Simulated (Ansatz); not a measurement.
**How many bands does the GW gap of CdCu2GeSe4 (I-42m) need?**

Wanted: a G0W0 gap for CdCu2GeSe4 (I-42m) that is converged in bands and cutoff, or an estimate of the limit.

Main program and level: Ansatz 0.2.0; G0W0 on r2SCAN, plane waves, PAW; PAW set soft_1.

Most raw output is cut from this account.

In doubt: one-shot GW on d or f shells is unsure (steps 2, 3, 4), so the values of those runs are not to be relied on.

## 1. Set-up

The structure is tetragonal, space group I-42m (No. 121). The conventional cell has a = 5.748 Å, b = 5.748 Å, c = 11.053 Å, α = 90.00°, β = 90.00°, γ = 90.00°. Nearest to Cd lie 4 Se at 2.65 Å. Cu has 4 Se at 2.41 Å nearest. Nearest to Ge lie 4 Se at 2.38 Å. Nearest to Se lie 1 Ge at 2.38 Å and 2 Cu at 2.41 Å and 1 Cd at 2.65 Å. Farther neighbours and most contacts between anions are not listed.

The cell and positions come from the Crystallography Open Database and are kept as given unless a step says otherwise.

## 2. 151 empty bands, screening to 51 eV

G0W0 replaces the xc potential by the self-energy, built once from these orbitals. Only a window of levels is corrected, while the sums run over the empty bands that the input names. This step takes PAW set soft_1 files.

File input.yaml:

```yaml
crystal:
  lattice:
    - [-2.8741, 2.8741, 5.52665]
    - [2.8741, -2.8741, 5.52665]
    - [2.8741, 2.8741, -5.52665]
  atoms:
    - { symbol: Cd, position: [0.0, 0.0, 0.0] }
    - { symbol: Cu, position: [0.25, 0.75, 0.5] }
    - { symbol: Cu, position: [0.75, 0.25, 0.5] }
    - { symbol: Ge, position: [0.5, 0.5, 0.0] }
    - { symbol: Se, position: [0.4042, 0.4042, 0.541] }
    - { symbol: Se, position: [0.5958, 0.1368, 0.0] }
    - { symbol: Se, position: [0.8632, 0.8632, 0.459] }
    - { symbol: Se, position: [0.1368, 0.5958, 0.0] }
kpoints:
  mp_grid: { grid: [4, 4, 4] }
hamiltonian:
  xc: r2scan
  pseudopotentials: { kind: paw, azcp: { folder: soft_1 } }
scf:
  occupations: { method: fixed }
gw:
  n_empty_bands: 151
  ecut_chi: 51
  qp_bands: [v2, c2]
  qp_kpoints: band_edges
  screening: { model: contour_deformation }
```

Started as:

```sh
> ansatz run input.yaml --threads 24 --pin off --max-ram 82944MiB --backend cuda --events-out ev --progress --plain --runs-dir out --devices 1 --max-vram 78GiB
```

It took 8.3 s on 1 × NVIDIA GB200 (shared by 2 runs) with 24 threads of Arm Neoverse V2, shared host; peak memory 2.3 GiB; 27 s of CPU time.

Numbers from this step:

| Property | Result |
| --- | --- |
| bands summed | 219 |
| RPA ε∞ on this mesh (eigenvalues) | 85.60, 85.60, 94.57 |
| plane waves in the screening matrix | 147 |
| q-points in the mesh | 64 |
| G0W0 gap on the mesh | 0.7623 eV |
| k of the valence top | 0, 0, 0 |
| k of the conduction bottom | 0, 0, 0 |
| starting gap on the mesh | 0.2433 eV |
| Z at the valence top | 0.6634 |
| Z at the conduction bottom | 0.7217 |
| least direct G0W0 gap on the computed points | 0.7623 eV |

The gap on the mesh goes from 0.24 eV to 0.76 eV, a correction of +0.52 eV. Between the two edge states, bare exchange in place of the xc potential would open the gap by 7.95 eV, and correlation takes back 7.43 eV.

## 3. 427 empty bands, screening to 102 eV

Another rung: the empty bands reach about as high as the screening cutoff, so the two stay in balance.

input.yaml: that of step 2 with these lines changed.

```diff
@@ -22,4 +22,4 @@
 gw:
-  n_empty_bands: 151
-  ecut_chi: 51
+  n_empty_bands: 427
+  ecut_chi: 102
   qp_bands: [v2, c2]
```

The job ended after 28 s (1 × NVIDIA GB200 (shared by 2 runs) with 24 threads; peak memory 3.2 GiB).

This step gave:

| Property | Result |
| --- | --- |
| bands summed | 495 |
| RPA ε∞ on this mesh (eigenvalues) | 85.09, 85.09, 93.94 |
| plane waves in the screening matrix | 437 |
| q-points in the mesh | 64 |
| G0W0 gap on the mesh | 0.4396 eV |
| k of the valence top | 0, 0, 0 |
| k of the conduction bottom | 0, 0, 0 |
| starting gap on the mesh | 0.2433 eV |
| Z at the valence top | 0.6579 |
| Z at the conduction bottom | 0.7189 |
| least direct G0W0 gap on the computed points | 0.4396 eV |

Against the run with 4×4×4 mesh, 151 empty bands, screening to 51 eV, PAW set soft_1 files, the gap moves by −0.32 eV.

## 4. 919 empty bands, screening to 170 eV

input.yaml: that of step 3 with these lines changed.

```diff
@@ -22,4 +22,4 @@
 gw:
-  n_empty_bands: 427
-  ecut_chi: 102
+  n_empty_bands: 919
+  ecut_chi: 170.0
   qp_bands: [v2, c2]
```

Elapsed: 96 s, on 1 × NVIDIA GB200 (shared by 2 runs) with 24 threads; peak memory 5.2 GiB.

This step gave:

```
bands summed                                 : 987
RPA ε∞ on this mesh (eigenvalues)            : 85.07, 85.07, 93.91
plane waves in the screening matrix          : 935
G0W0 gap on the mesh                         : 0.3292 eV
k of the valence top                         : 0, 0, 0
k of the conduction bottom                   : 0, 0, 0
starting gap on the mesh                     : 0.2433 eV
least direct G0W0 gap on the computed points : 0.3292 eV
```

Against the run with 4×4×4 mesh, 427 empty bands, screening to 102 eV, PAW set soft_1 files, the gap moves by −0.11 eV.

## 5. Side by side

Times are wall times on 1 × NVIDIA GB200 (shared by 2 runs) with 24 threads of Arm Neoverse V2, shared host, good to a factor of about two.

```csv
mesh,files,frequency,bands summed,cutoff (eV),start (eV),G0W0 (eV),time,host memory (GiB)
4×4×4,PAW set soft_1,contour deformation,219,51,0.243,0.762,8.3 s,2.3
4×4×4,PAW set soft_1,contour deformation,495,102,0.243,0.440,28 s,3.2
4×4×4,PAW set soft_1,contour deformation,987,170,0.243,0.329,96 s,5.2
```

How the two edges are built up, in eV (the quasiparticle level is the starting level plus Σx plus Σc less Vxc):

```csv
run,edge,start,Σx,Σc,Vxc,Z,QP
219 bands,valence top,8.61,-32.54,4.64,-27.81,0.66,8.52
219 bands,conduction bottom,8.85,-12.48,-2.79,-15.70,0.72,9.28
495 bands,valence top,8.61,-32.54,4.73,-27.81,0.66,8.60
495 bands,conduction bottom,8.85,-12.48,-3.03,-15.70,0.72,9.04
987 bands,valence top,8.61,-32.54,4.67,-27.81,0.66,8.55
987 bands,conduction bottom,8.85,-12.48,-3.20,-15.70,0.72,8.88
```

## 6. What came out

```
219 bands, 51 eV                    : 0.762 eV
495 bands, 102 eV                   : 0.440 eV
987 bands, 170 eV                   : 0.329 eV
estimated limit in bands and cutoff : 0.22 eV
mesh and start                      : 4×4×4, r2SCAN
```

**Reading.** A line in one over the bands through the two highest rungs gives 0.22 eV, −0.11 eV from the top rung; the pair below gives 0.18 eV, in fair agreement. The rungs stand 0.54 eV (219 bands), 0.22 eV (495 bands) and 0.11 eV (987 bands) from it. From 219 to 987 bands the gap moves by −0.43 eV while the time grows 12-fold. Σc changes by +0.03 eV at the valence top and −0.41 eV at the conduction bottom, so the conduction edge carries most of the change. The 4×4×4 mesh is coarse for this cell (its supercell is 27 Å along the shortest edge). The RPA ε∞ on it, from the r2SCAN start, is 85.07 and 93.91; such meshes misread the long-range screening, most where the gap is narrow. The RPA ε∞ on this mesh reaches over 25; with a narrow direct gap a coarse mesh can overstate it, and the correction is then too small. A d shell, filled or nearly so, lies near the gap. One-shot GW converges very slowly in bands there, not always from below, and on a semilocal start the gap tends to come out low; starts rich in exact exchange can overshoot instead. The many-body steps are scalar-relativistic: spin-orbit coupling is not in them.

[Paths, hosts, dates, memory and timing lines, banners, echoed tables and standing remarks are left out of the program output.]

[Logs are printed without paths, hosts, clocks, repeated set-up lines and the standing remarks that a program may print on its own settings, such as how far it seeks lower states.]

[Runs of the session that timed out or met a known fault of the program may be left out.]

[Cells called generated may have been cut or substituted from an entry of the Crystallography Open Database or the Materials Project.]

[Hosts, paths, dates, database ids (printed as entryN), source tags and the programs' standing remarks are cut or masked in the printed files.]
